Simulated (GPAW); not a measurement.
# Cl/Co(0001) in an electric field, part 2 of 2

Wanted: the out-of-plane polarisability of Cl/Co(0001).

GPAW 26.7.0; GPAW, PAW setups; slab in vacuum, relaxation (the session's first sound run).

So far, dipole along the normal (e·Å): step 2 (relaxation) 0.0173; step 3 (the slab's potential) 0.0173; step 4 (In a field) -0.0483; step 5 (field on) -0.0156.

### Step 7. Field on

The input, run.py:

```python
import json
import numpy as np
from ase import Atoms
from gpaw import GPAW, PW
from gpaw.external import ConstantElectricField

slab = Atoms(
    ['Co', 'Co', 'Co', 'Co', 'Cl'],
    positions=[
        [2.51000, 1.44915, 9.00000],
        [0.00000, 0.00000, 11.03561],
        [2.51000, 1.44915, 13.07316],
        [0.00000, -0.00000, 15.05456],
        [1.25500, 0.72457, 17.12338]],
    cell=[[2.51, 0.0, 0.0], [1.255, 2.17372, 0.0], [0.0, 0.0, 26.0124]],
    pbc=[True, True, False],
    magmoms=[1.7, 1.7, 1.7, 1.7, 0.0])

slab.calc = GPAW(mode=PW(400), xc='PBE', kpts={'size': (14, 14, 1), 'gamma': True},
                 occupations={'name': 'fermi-dirac', 'width': 0.1}, nbands='160%',
                 convergence={'density': 1e-05}, maxiter=200,
                 poissonsolver={'dipolelayer': 'xy'},
                 external=ConstantElectricField(0.05, [0, 0, 1]),
                 symmetry={'tolerance': 1e-3}, txt='slab.txt')
result = {}
energy = slab.get_potential_energy()
fermi = slab.calc.get_fermi_level()
v = slab.calc.get_electrostatic_potential().mean((0, 1)) - fermi
n = slab.calc.get_pseudo_density().mean((0, 1))
L = slab.cell[2, 2]
z = np.arange(len(v)) * L / len(v)
low, high = slab.positions[:, 2].min(), slab.positions[:, 2].max()
below, above = np.interp([low - 6.8, high + 6.8], z, v)
slopes = [np.interp(x, z, np.gradient(v, z)) for x in (low - 6.8, high + 6.8)]
eps = np.array([[slab.calc.get_eigenvalues(k, s) for k in range(len(slab.calc.get_ibz_k_points()))]
                for s in range(slab.calc.get_number_of_spins())]) - fermi
top, bottom = eps[eps < 0].max(), eps[eps > 0].min()
dipole = slab.get_dipole_moment()[2]
print(f'energy {energy:.4f} eV, Fermi level {fermi:.4f} eV, dipole {dipole:.5f} e A')
print(f'potential 6.8 A off the faces, from the Fermi level: lower {below:.4f} eV, upper {above:.4f} eV')
print(f'slope of the potential there: lower {slopes[0]:.5f}, upper {slopes[1]:.5f} eV/A')
print(f'nearest levels on the mesh: {top:.4f} and {bottom:.4f} eV')
print('magnetic moment', round(slab.get_magnetic_moment(), 3))
result.update(energy=energy, fermi=fermi, dipole=dipole, below=below, above=above, slopes=slopes, edges=[top, bottom],
              z=z.tolist(), v=v.tolist(), n=n.tolist(), positions=slab.positions.tolist(),
              forces=slab.get_forces(apply_constraint=False).tolist(), moments=slab.get_magnetic_moments().tolist())
json.dump(result, open('result.json', 'w'))
```

Started as:

```
OMP_NUM_THREADS=1 OPENBLAS_NUM_THREADS=1 python run.py
```

Run time: 17 min. Hardware: 1 thread of Arm Neoverse V2, shared host; peak memory 0.59 GiB.

The electrostatic potential energy of an electron (without an applied field's), less the Fermi level, planar mean oscillates, so the rows of the table below give means over windows of 2.06 Å about each position, cut where the curve ends. Its maxima inside the range that stand out by 2 % of the span (Å: eV): 10.0: -0.581, 12.0: -0.651, 14.1: -1.16, 16.1: -1.35. Its minima: 9.0: -23.5, 11.1: -23.7, 13.1: -23.7, 15.1: -24.2, 17.1: -33.5.

The electrostatic potential energy of an electron (without an applied field's), less the Fermi level, planar mean by z; means over each step:

```
z (Å)  electrostatic potential energy of an electron (without an applied field's), less the Fermi level, planar mean (eV)
 1.03                                                                                                                5.23
 3.09                                                                                                                5.28
 5.15                                                                                                                5.27
 7.21                                                                                                                3.91
 9.27                                                                                                               -10.0
11.33                                                                                                               -10.2
13.39                                                                                                               -10.5
15.45                                                                                                               -10.9
17.51                                                                                                               -11.9
19.57                                                                                                                4.08
21.63                                                                                                                4.17
23.69                                                                                                                4.17
25.75                                                                                                                4.21
```

### Step 8. Field on

run.py, as its differences from that of step 7:

```diff
@@ -22,3 +22,3 @@
                  poissonsolver={'dipolelayer': 'xy'},
-                 external=ConstantElectricField(0.05, [0, 0, 1]),
+                 external=ConstantElectricField(0.1, [0, 0, 1]),
                  symmetry={'tolerance': 1e-3}, txt='slab.txt')
```

It took 20 min on 1 thread; peak memory 0.59 GiB.

The dipole is now 0.0500 e Å, against 0.017 in the run without a field.

### Step 9. In a field

run.py, as its differences from that of step 8:

```diff
@@ -22,3 +22,3 @@
                  poissonsolver={'dipolelayer': 'xy'},
-                 external=ConstantElectricField(0.1, [0, 0, 1]),
+                 external=ConstantElectricField(0.2, [0, 0, 1]),
                  symmetry={'tolerance': 1e-3}, txt='slab.txt')
```

Wall time 18 min (1 thread); peak memory 0.59 GiB.

The dipole is now 0.0828 e Å, against 0.017 in the run without a field.

### Step 10. In a field

run.py, as its differences from that of step 9:

```diff
@@ -22,3 +22,3 @@
                  poissonsolver={'dipolelayer': 'xy'},
-                 external=ConstantElectricField(0.2, [0, 0, 1]),
+                 external=ConstantElectricField(0.3, [0, 0, 1]),
                  symmetry={'tolerance': 1e-3}, txt='slab.txt')
```

Run time: 20 min. Hardware: 1 thread; peak memory 0.59 GiB.

Electrostatic potential energy of an electron (without an applied field's), less the Fermi level, planar mean against z:

```csv
z (Å),"electrostatic potential energy of an electron (without an applied field's), less the Fermi level, planar mean (eV)"
0.0,4.80
0.5,6.72
1.0,6.72
1.5,6.72
2.0,6.72
2.5,6.72
3.0,6.72
3.5,6.72
4.0,6.72
4.5,6.72
5.0,6.71
5.5,6.71
6.0,6.68
6.5,6.61
7.0,6.36
7.5,5.51
8.0,2.64
8.5,-7.47
9.0,-22.5
9.5,-7.82
10.0,0.152
10.5,-7.03
11.0,-22.8
11.5,-9.65
12.0,-0.527
12.5,-6.52
13.0,-23.3
13.5,-11.7
14.0,-1.55
14.5,-7.69
15.0,-24.1
15.5,-12.4
16.0,-2.50
16.5,-7.07
17.0,-31.6
17.5,-17.3
18.0,-0.958
18.5,2.22
19.0,2.77
19.5,2.86
20.0,2.88
20.5,2.88
21.0,2.88
21.5,2.88
22.0,2.88
22.5,2.88
23.0,2.88
23.5,2.88
24.0,2.88
24.5,2.88
25.0,2.88
25.5,2.88
```

The dipole is now 0.116 e Å, against 0.017 in the run without a field.

### Step 11. The series

The members are put on one axis.

This step: induced dipole against applied field (GPAW 26.7.0).

The dipole along the normal by field:

| field (V/Å) | dipole along the normal (e·Å) |
| --- | --- |
| -0.200 | -0.0483 |
| -0.100 | -0.0156 |
| -0.050 | 8.2e-4 |
| 0.000 | 0.0173 |
| 0.050 | 0.0336 |
| 0.100 | 0.0500 |
| 0.200 | 0.0828 |
| 0.300 | 0.116 |

### Step 12. A changed run

One more run, with changed settings.

This step: GPAW, PAW setups; slab in vacuum (GPAW 26.7.0).

run.py, as its differences from that of step 10:

```diff
@@ -4,3 +4,2 @@
 from gpaw import GPAW, PW
-from gpaw.external import ConstantElectricField
 
@@ -18,7 +17,6 @@
 
-slab.calc = GPAW(mode=PW(400), xc='PBE', kpts={'size': (14, 14, 1), 'gamma': True},
+slab.calc = GPAW(mode=PW(400), xc='PBE', kpts={'size': (1, 1, 1), 'gamma': True},
                  occupations={'name': 'fermi-dirac', 'width': 0.1}, nbands='160%',
-                 convergence={'density': 1e-05}, maxiter=200,
+                 convergence={'density': 1e-05}, maxiter=75,
                  poissonsolver={'dipolelayer': 'xy'},
-                 external=ConstantElectricField(0.3, [0, 0, 1]),
                  symmetry={'tolerance': 1e-3}, txt='slab.txt')
```

It took 28 s on 1 thread; peak memory 0.17 GiB.

The fault put into the input: one k-point, under a cap of 75 iterations, which ended the run (kpts = [1, 1]).

### Step 13. Summary of results

```
work function, upper and lower face            : 4.426 and 4.996 eV
dipole along the normal                        : 0.0173 e Å
induced dipole per field                       : 0.328 e Å per V/Å
out-of-plane polarisability per area, α/(ε0 A) : 10.9 Å
```

What this shows: The field induces 0.328 e Å per V/Å, a polarisable thickness α/(ε0 A) of 10.9 Å beside 8.12 Å between the outermost nuclei. A perfect conductor would give the distance between its two image planes; a dielectric of thickness t gives t(1 - 1/ε). The two faces differ by 0.57 eV, the step that the slab's dipole makes (e p/(ε0 A) gives 0.57 eV), so the dipole layer is needed. The induced dipole is linear in the field over this range. The cell of 5.46 Å² holds one Cl, started on one chosen site; other sites and coverages weren't tried. One magnetic start was tried; another order may lie lower. The in-plane lattice was kept as typed, which isn't the functional's own and leaves some strain; spin-orbit coupling and temperature are left out.

[Logs are printed without paths, hosts, clocks, repeated set-up lines and the standing remarks that a program may print on its own settings, such as how far it seeks lower states.]

[Hosts, paths, dates, database ids (printed as entryN), source tags and the programs' standing remarks are cut or masked in the printed files.]
